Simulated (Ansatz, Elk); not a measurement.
## TiVSi2Ge2: X-ray structure factors from the self-consistent density

The structure of TiVSi2Ge2 used here is made up (a known structure type with other elements) and was relaxed beforehand with PBEsol. The aim is the Fourier transform of its all-electron density, F(hkl), set beside the sum over free spherical atoms that refinements use.

Calculated with Elk 11.2.3 (patched build); DFT, PBE, all-electron APW+lo, Dirac cores, scalar-relativistic bands, static density, no spin.

The structure was built from a prototype and need not be the compound's stable phase.

### 1. The starting structure

The structure is orthorhombic, space group Amm2 (No. 38). The conventional cell has a = 3.642 Å, b = 3.536 Å, c = 13.334 Å, α = 90.00°, β = 90.00°, γ = 90.00°. Ge has 4 Ge at 2.54 Å and 2 V at 2.65 Å and 2 Ti at 2.73 Å nearest. Nearest to Ge lie 4 Ge at 2.54 Å and 2 V at 2.68 Å and 2 Ti at 2.70 Å and 2 Si at 3.05 Å. Nearest to V lie 6 Si at 2.59 to 2.71 Å and 4 Ge at 2.65 to 2.68 Å. Nearest to Ti lie 6 Si at 2.61 to 2.78 Å and 4 Ge at 2.70 to 2.73 Å. Si has 2 Si at 2.38 Å and 4 Ti at 2.61 Å and 2 V at 2.71 Å nearest. Nearest to Si lie 2 Si at 2.38 Å and 4 V at 2.59 Å and 2 Ti at 2.78 Å and 4 Ge at 3.05 to 3.09 Å. Farther neighbours are not listed.

As a file:

```cif
data_structure
_symmetry_space_group_name_H-M 'Amm2'
_symmetry_Int_Tables_number 38
_cell_length_a 3.6424
_cell_length_b 3.5360
_cell_length_c 13.3341
_cell_angle_alpha 90.000
_cell_angle_beta 90.000
_cell_angle_gamma 90.000
_cell_volume 171.74
loop_
_atom_site_label
_atom_site_type_symbol
_atom_site_symmetry_multiplicity
_atom_site_Wyckoff_symbol
_atom_site_fract_x
_atom_site_fract_y
_atom_site_fract_z
_atom_site_occupancy
Ge1 Ge 2 b 0.50000 0.00000 0.25284 1
Ge2 Ge 2 a 0.00000 0.50000 0.25366 1
V1 V 2 b 0.50000 0.50000 0.40083 1
Ti1 Ti 2 a 0.00000 0.00000 0.10053 1
Si1 Si 2 b 0.50000 0.50000 0.05497 1
Si2 Si 2 a 0.00000 0.00000 0.43986 1
```

### 2. Ground state and structure factors

An all-electron density is needed, since X-rays see the cores too. Task 0 finds the density and task 195 Fourier-transforms it; tshift is off so that phases refer to the origin typed.

Contents of elk.in:

```
tasks
  0
  195

xctype
  20

spinpol
  .false.

rgkmax
  7.0

gmaxvr
  14.0

lmaxo
  7

lmaxapw
  8

swidth
  0.002

tshift
  .false.

ramdisk
  .false.

hmaxvr
  5.5

maxscl
  120

epspot
  1e-06

sppath
  './'

avec
  6.88311092998 0.00000000000 0.00000000000
  0.00000000000 3.34105970754 12.59886042806
  0.00000000000 -3.34105970754 12.59886042806

atoms
  4
  'Ge.in'
  2
  0.5000000000 0.7471557584 0.7471557584   0.000000 0.000000 0.000000
  0.0000000000 0.2463420807 0.2463420807   0.000000 0.000000 0.000000
  'V.in'
  1
  0.5000000000 0.0991696881 0.0991696881   0.000000 0.000000 0.000000
  'Ti.in'
  1
  -0.0000000000 0.8994665389 0.8994665389   0.000000 0.000000 0.000000
  'Si.in'
  2
  0.5000000000 0.4450304482 0.4450304482   0.000000 0.000000 0.000000
  -0.0000000000 0.5601354857 0.5601354857   0.000000 0.000000 0.000000

ngridk
  6 7 7
```

Command:

```sh
> OMP_NUM_THREADS=4 elk
```

Numbers of over 12 decimals in the logs are rounded to 6 here.

Log:

```text
┌─────────────────────────┐
│ Elk code version 11.2.3 │
└─────────────────────────┘

All units are atomic (Hartree, Bohr, etc.)

┌─────────────────────────────────────────────────┐
│ Ground-state run starting from atomic densities │
└─────────────────────────────────────────────────┘

Lattice vectors :
   6.883110930       0.000000000       0.000000000
   0.000000000       3.341059708       12.59886043
   0.000000000      -3.341059708       12.59886043

Reciprocal lattice vectors :
  0.9128409190       0.000000000      -0.000000000
  -0.000000000      0.9402982672      0.2493553025
   0.000000000     -0.9402982672      0.2493553025

Unit cell volume      :    579.4690785
Brillouin zone volume :   0.4280646244

Muffin-tin inner radius fraction :   0.1000000000E-01

Nuclei treated as point charges

Species : 1 (Ge)
 parameters loaded from : Ge.in
 name : germanium
 nuclear charge    :   -32.00000000
 electronic charge :    32.00000000
 atomic mass :    132414.6196
 muffin-tin radius :    2.373301709
 number of radial points in muffin-tin :    993
 inner part over the whole radius :   0.9939198615E-02
 number on inner part of muffin-tin    :    702
 approximate nuclear radius :   0.7637961215E-04
 number of mesh points to nuclear radius :    340
 atomic positions (lattice), magnetic fields (Cartesian) :
  1 :   0.50000000  0.74715576  0.74715576    0.00000000  0.00000000  0.00000000
  2 :   0.00000000  0.24634208  0.24634208    0.00000000  0.00000000  0.00000000

Species : 2 (V)
 parameters loaded from : V.in
 name : vanadium
 nuclear charge    :   -23.00000000
 electronic charge :    23.00000000
 atomic mass :    92860.67382
 muffin-tin radius :    2.400000000
 number of radial points in muffin-tin :    993
 inner part over the whole radius :   0.9920165687E-02
 number on inner part of muffin-tin    :    699
 approximate nuclear radius :   0.6897515165E-04
 number of mesh points to nuclear radius :    327
 atomic positions (lattice), magnetic fields (Cartesian) :
  1 :   0.50000000  0.09916969  0.09916969    0.00000000  0.00000000  0.00000000

Species : 3 (Ti)
 parameters loaded from : Ti.in
 name : titanium
 nuclear charge    :   -22.00000000
 electronic charge :    22.00000000
 atomic mass :    87256.20317
 muffin-tin radius :    2.400000000
 number of radial points in muffin-tin :    993
 inner part over the whole radius :   0.9985722337E-02
 number on inner part of muffin-tin    :    699
 approximate nuclear radius :   0.6805665174E-04
 number of mesh points to nuclear radius :    325
 atomic positions (lattice), magnetic fields (Cartesian) :
  1 :   0.00000000  0.89946654  0.89946654    0.00000000  0.00000000  0.00000000

Species : 4 (Si)
 parameters loaded from : Si.in
 name : silicon
 nuclear charge    :   -14.00000000
 electronic charge :    14.00000000
 atomic mass :    51196.73458
 muffin-tin radius :    2.200000000
 number of radial points in muffin-tin :    793
 inner part over the whole radius :   0.9899632250E-02
 number on inner part of muffin-tin    :    553
 approximate nuclear radius :   0.5963282101E-04
 number of mesh points to nuclear radius :    246
 atomic positions (lattice), magnetic fields (Cartesian) :
  1 :   0.50000000  0.44503045  0.44503045    0.00000000  0.00000000  0.00000000
  2 :   0.00000000  0.56013549  0.56013549    0.00000000  0.00000000  0.00000000

Total number of atoms per unit cell :    6
Total muffin-tin volume :    317.0056878
 ratio of muffin-tin to unit cell volume :   0.5470623017

Spin treatment :
 spin-unpolarised

Number of Bravais lattice symmetries :    8
Number of crystal symmetries         :    4
Crystal has no inversion symmetry
Complex Hermitian eigensolver will be used

k-point grid :      6     7     7
k-point offset :    0.000000000       0.000000000       0.000000000
k-point set is reduced with full crystal symmetry group
Total number of k-points :      112

Muffin-tin radius times maximum |G+k| :    7.000000000
 using average radius
[...]
Density of states at Fermi energy :    97.85395495
 (states/Hartree/unit cell)

Estimated indirect band gap :   0.1111479445E-02
 from k-point 21 to k-point 55
Estimated direct band gap   :   0.2574779773E-02
 at k-point 91

Charges :
 core                        :    76.00000000
 valence                     :    61.00000000
 interstitial                :    8.992966988
 muffin-tins (core leakage)
  species : 1 (Ge)
[...]
species : 2 (V)
[...]
species : 3 (Ti)
[...]
species : 4 (Si)
[...]
total in muffin-tins        :    128.0070330
 total calculated charge     :    136.9960260
 total charge                :    137.0000000
 error                       :   0.3973951682E-02

RMS change in Kohn-Sham potential (target) :   0.3905221757     (  0.1000000000E-05)
Absolute change in total energy (target)   :   0.2912461865     (  0.1000000000E-03)

[... loops 3 to 17 left out ...]

┌──────────────────┐
│ Loop number : 18 │
└──────────────────┘

Energies :
 Fermi                       :     0.378810
 sum of occupied eigenvalues :     -3769.0398495140
 electron kinetic            :      6690.1138019202
 core electron kinetic       :      6212.3026450106
 Coulomb                     :     -12982.359699926
 Coulomb potential           :     -10083.752622986
 nuclear-nuclear             :     -991.35391219979
 electron-nuclear            :     -13927.423005189
 Hartree                     :      1936.4172174634
 Madelung                    :     -7940.4833884328
 xc potential                :     -375.40102844812
 exchange                    :     -282.89311687089
 correlation                 :     -6.312993
 electron entropic           :    -0.13002514094796E-02
 total energy                :     -6581.4533077367

Density of states at Fermi energy :    99.48887215
 (states/Hartree/unit cell)

Estimated indirect band gap :   0.4007946782E-03
 from k-point 45 to k-point 105
Estimated direct band gap   :   0.9238465501E-03
 at k-point 105

Charges :
 core                        :    76.00000000
 valence                     :    61.00000000
 interstitial                :    8.772520161
 muffin-tins (core leakage)
  species : 1 (Ge)
[...]
species : 2 (V)
[...]
species : 3 (Ti)
[...]
species : 4 (Si)
[...]
total in muffin-tins        :    128.2274798
 total calculated charge     :    136.9961428
 total charge                :    137.0000000
 error                       :   0.3857200839E-02

RMS change in Kohn-Sham potential (target) :   0.9105164144E-06 (  0.1000000000E-05)
Absolute change in total energy (target)   :   0.6473880512E-04 (  0.1000000000E-03)

Convergence targets achieved

┌──────────────────┐
│ Loop number : 19 │
└──────────────────┘

Energies :
 Fermi                       :     0.378810
 sum of occupied eigenvalues :     -3769.0398338914
 electron kinetic            :      6690.1138041484
 core electron kinetic       :      6212.3026547180
 Coulomb                     :     -12982.359687375
 Coulomb potential           :     -10083.752637815
 nuclear-nuclear             :     -991.35391219979
 electron-nuclear            :     -13927.422964854
 Hartree                     :      1936.4171896795
 Madelung                    :     -7940.4833684673
 xc potential                :     -375.40100022489
 exchange                    :     -282.89311538183
 correlation                 :     -6.312993
 electron entropic           :    -0.13002495677877E-02
 total energy                :     -6581.4532914526

Density of states at Fermi energy :    99.48871904
 (states/Hartree/unit cell)

Estimated indirect band gap :   0.4008010724E-03
 from k-point 45 to k-point 105
Estimated direct band gap   :   0.9238724898E-03
 at k-point 105

Charges :
 core                        :    76.00000000
 valence                     :    61.00000000
 interstitial                :    8.772521015
 muffin-tins (core leakage)
  species : 1 (Ge)
[...]
species : 2 (V)
[...]
species : 3 (Ti)
   atom 1                    :    20.50545701     ( -0.2204211267E-06)
  species : 4 (Si)
   atom 1                    :    12.34762519     (  0.1366205438E-02)
   atom 2                    :    12.32123985     (  0.1355816343E-02)
 total in muffin-tins        :    128.2274790
 total calculated charge     :    136.9961428
 total charge                :    137.0000000
 error                       :   0.3857200886E-02

┌──────────────────────────────┐
│ Self-consistent loop stopped │
└──────────────────────────────┘

Warning : core states of species 1 leak from the muffin-tin :   0.3987610449E-03

Warning : core states of species 4 leak from the muffin-tin :   0.1366205438E-02

Wrote STATE.OUT
```

It took 2.5 min on 4 threads of Arm Neoverse V1, shared host; peak memory 0.19 GiB; 9 min of CPU time.

SFACRHO.OUT:

```text

h k l indices transformed by vhmat matrix:
   1.000000000       0.000000000       0.000000000    
   0.000000000       1.000000000       0.000000000    
   0.000000000       0.000000000       1.000000000    

      h      k      l  multipl.   |H|            Re(F)            Im(F)           |F|

      0      0      0      1   0.0000000       137.00000     -0.16531894E-16   137.00000    
      0      1      1      1  0.49871061      -28.553771       3.9973880       28.832221    
      0     -1     -1      1  0.49871061      -28.553771      -3.9973880       28.832221    
      1      0      0      2  0.91284092      -1.0752622      0.71963230E-14   1.0752622    
      0      1      0      2  0.97279952       9.4079959      0.16675599       9.4094737    
      0     -1      0      2  0.97279952       9.4079959     -0.16675599       9.4094737    
      0      2      2      1  0.99742121       28.238709      -3.2017579       28.419640    
      0     -2     -2      1  0.99742121       28.238709       3.2017579       28.419640    
     -1     -1     -1      2   1.0401879      -1.0807115       19.850901       19.880297    
      1      1      1      2   1.0401879      -1.0807115      -19.850901       19.880297    
      0     -2     -1      2   1.2015671      -20.418034     -0.68917695       20.429661    
      0      2      1      2   1.2015671      -20.418034      0.68917695       20.429661    
     -1      0      1      4   1.3340230      0.27006080       24.957499       24.958960    
      1     -1      0      4   1.3340230      0.27006080      -24.957499       24.958960    
     -1      2      2      2   1.3520827     -0.81452993     -0.62508489       1.0267376    
     -1     -2     -2      2   1.3520827     -0.81452993      0.62508489       1.0267376    
      0      3      3      1   1.4961318      -84.483014       5.0827793       84.635774    
      0     -3     -3      1   1.4961318      -84.483014      -5.0827793       84.635774
```

Elk indexes on the primitive cell of elk.in and gives |H| = 4π sin θ/λ in inverse bohr. Below, one row stands for each form hkl of the conventional cell (m members, Friedel mates merged), F is for one primitive cell and the density is static (no thermal factor). Free-atom factors are Waasmaier and Kirfel's, and R is Σm||F|−|F'||/Σm|F|.

```tsv
hkl	m	sin θ/λ (Å⁻¹)	abs F, DFT	neutral atoms	diff.	abs of complex diff.
002	2	0.075	28.832	29.019	-0.187	0.187
100	2	0.137	1.075	1.038	+0.037	0.037
011	4	0.146	9.409	9.418	-0.008	0.024
004	2	0.150	28.420	28.375	+0.044	0.046
102	4	0.156	19.880	19.795	+0.085	0.088
013	4	0.181	20.430	20.285	+0.144	0.151
111	8	0.201	24.959	24.850	+0.109	0.112
104	4	0.203	1.027	1.229	-0.203	0.273
006	2	0.225	84.636	85.081	-0.445	0.446
113	8	0.227	94.794	95.283	-0.489	0.489
015	4	0.235	25.710	26.064	-0.353	0.353
106	4	0.264	31.662	32.008	-0.346	0.349
115	8	0.272	29.770	29.951	-0.181	0.189
200	2	0.275	90.835	91.657	-0.822	0.822
020	2	0.283	89.623	90.448	-0.825	0.825
202	4	0.285	24.061	24.123	-0.062	0.087
022	4	0.293	23.764	23.878	-0.113	0.125
017	4	0.298	4.129	4.170	-0.041	0.073
```

### 3. The highest occupied states alone

An energy window below the Fermi level keeps the highest occupied states, to see at which angles they scatter; shallow core shells can lie inside it and anion s states outside. No new self-consistency is needed.

elk.in, as its differences from that of step 2:

```diff
@@ -1,3 +1,2 @@
 tasks
-  0
   195
@@ -40,2 +39,5 @@
 
+wsfac
+  -0.172430 0.678810
+
 sppath
```

Command:

```sh
> OMP_NUM_THREADS=4 elk
```

Log:

```text
┌─────────────────────────────────┐
│ Elk code version 11.2.3 started │
└─────────────────────────────────┘

Info(readinput): the functional depends on the density's gradient
 muffin-tin radial points multiplied by    2.00000
 (not where nrmtscf is given)

┌────────────────────┐
│ Current task : 195 │
└────────────────────┘
Info(checkmt): changed muffin-tin radius of species 1 (Ge) from   2.4000 to   2.3733

Info(sfacrho): density structure factors written to SFACRHO.OUT

 Energy window :  -0.1724300000      0.6788100000

┌──────────────────┐
│ Elk code stopped │
└──────────────────┘
```

The job ended after 16 s (4 threads; peak memory 0.17 GiB).

States within 15 eV below the Fermi level hold 25.00 electrons; any levels below the window count with the cores. Their amplitudes can exceed the total, where window and core parts have opposite phase:

```tsv
hkl	sin θ/λ (Å⁻¹)	abs F, window	abs F, all
002	0.075	1.514	28.832
100	0.137	0.902	1.075
011	0.146	0.721	9.409
004	0.150	0.372	28.420
102	0.156	1.879	19.880
013	0.181	1.855	20.430
111	0.201	0.852	24.959
104	0.203	0.549	1.027
006	0.225	2.245	84.636
113	0.227	2.586	94.794
```

### 4. Another functional

The difference from free atoms is small, so it is set against the change that PBEsol makes.

elk.in, as its differences from that of step 3:

```diff
@@ -1,2 +1,3 @@
 tasks
+  0
   195
@@ -4,3 +5,3 @@
 xctype
-  20
+  22
 
@@ -39,5 +40,2 @@
 
-wsfac
-  -0.172430 0.678810
-
 sppath
```

Command:

```sh
> OMP_NUM_THREADS=4 elk
```

Log:

```text
┌─────────────────────────┐
│ Elk code version 11.2.3 │
└─────────────────────────┘

All units are atomic (Hartree, Bohr, etc.)

┌─────────────────────────────────────────────────┐
│ Ground-state run starting from atomic densities │
└─────────────────────────────────────────────────┘

Lattice vectors :
   6.883110930       0.000000000       0.000000000
   0.000000000       3.341059708       12.59886043
   0.000000000      -3.341059708       12.59886043

Reciprocal lattice vectors :
  0.9128409190       0.000000000      -0.000000000
[...]
species : 4 (Si)
   atom 1                    :    12.34126759     (  0.1382192014E-02)
   atom 2                    :    12.31547769     (  0.1372155381E-02)
 total in muffin-tins        :    128.2302814
 total calculated charge     :    136.9960957
 total charge                :    137.0000000
 error                       :   0.3904264124E-02

┌──────────────────────────────┐
│ Self-consistent loop stopped │
└──────────────────────────────┘

Warning : core states of species 1 leak from the muffin-tin :   0.4046019892E-03

Warning : core states of species 4 leak from the muffin-tin :   0.1382192014E-02

Wrote STATE.OUT
[key lines of the parts left out:]
total energy                :     -6575.4334455578
```

Wall time 2.4 min (4 threads); peak memory 0.19 GiB.

Against the first run R = 0.04 %; the largest change is -0.037 at 220.

### 5. Basis size

The basis and the expansions that go with it are enlarged, to see whether the differences are converged.

elk.in, as its differences from that of step 4:

```diff
@@ -5,3 +5,3 @@
 xctype
-  22
+  20
 
@@ -11,12 +11,12 @@
 rgkmax
-  7.0
+  8.5
 
 gmaxvr
-  14.0
+  18.0
 
 lmaxo
-  7
+  9
 
 lmaxapw
-  8
+  10
```

Command:

```sh
> OMP_NUM_THREADS=4 elk
```

Log:

```text
┌─────────────────────────┐
│ Elk code version 11.2.3 │
└─────────────────────────┘

All units are atomic (Hartree, Bohr, etc.)

┌─────────────────────────────────────────────────┐
│ Ground-state run starting from atomic densities │
└─────────────────────────────────────────────────┘

Lattice vectors :
   6.883110930       0.000000000       0.000000000
   0.000000000       3.341059708       12.59886043
   0.000000000      -3.341059708       12.59886043

Reciprocal lattice vectors :
  0.9128409190       0.000000000      -0.000000000
[...]
species : 4 (Si)
   atom 1                    :    12.34810607     (  0.1366321576E-02)
   atom 2                    :    12.32159782     (  0.1355880961E-02)
 total in muffin-tins        :    128.2452146
 total calculated charge     :    136.9965437
 total charge                :    137.0000000
 error                       :   0.3456268242E-02

┌──────────────────────────────┐
│ Self-consistent loop stopped │
└──────────────────────────────┘

Warning : core states of species 1 leak from the muffin-tin :   0.3984483504E-03

Warning : core states of species 4 leak from the muffin-tin :   0.1366321576E-02

Wrote STATE.OUT
[key lines of the parts left out:]
total energy                :     -6581.4638810512
```

Wall time 7.2 min (4 threads); peak memory 0.39 GiB.

Against the first run R = 0.01 %; the largest change is -0.009 at 133.

### 6. Settings against the effect

```tsv
run	R against the first run (%)	R against neutral atoms, low angle (%)	wall time
PBE, rgkmax 7	0.00	0.66	2.5 min
PBEsol	0.04	0.68	2.4 min
rgkmax 8.5 with larger expansions	0.01	0.66	7.2 min
```

### 7. What came out

```json
{
  "R against neutral atoms, sin θ/λ < 0.3 Å⁻¹": "0.66 %",
  "R against neutral atoms, 0.3 to 0.67 Å⁻¹": "0.23 %"
}
```

Independent neutral atoms miss the calculated amplitudes by R = 0.66 % below 0.3 Å⁻¹ and 0.23 % from there to 0.67 Å⁻¹; by shells, 0.49 % below 0.15 Å⁻¹ (3 forms), 0.67 % 0.15 to 0.3 (15 forms), 0.35 % 0.3 to 0.45 (34 forms), 0.18 % above 0.45 (97 forms). Bonding, aspherical density and the tables' own atoms all enter these figures, and the runs don't part them. The largest change of an amplitude is -0.82 electrons, at 020. R counts amplitudes alone; phases shift too. Weak lines can change much in proportion: 104 goes from 1.23 to 1.03. The window's part falls from 25.0 electrons at the origin to at most 0.49 between 0.45 and 0.67 Å⁻¹. Below 0.3 Å⁻¹ the changes that finished (PBEsol and rgkmax 8.5 with larger expansions) move F by R = 0.03 % at most, against the 0.66 % that separates it from free atoms. The k-mesh has no finished test. These runs have no spin, though d or f shells may be open. Part of the difference isn't bonding: the tables are fits to free atoms and ions calculated by other methods than this functional. Thermal motion, anomalous dispersion and extinction are left out.

[Logs are printed without paths, hosts, clocks, repeated set-up lines and the standing remarks that a program may print on its own settings, such as how far it seeks lower states.]

[Hosts, paths, dates, database ids (printed as entryN), source tags and the programs' standing remarks are cut or masked in the printed files.]
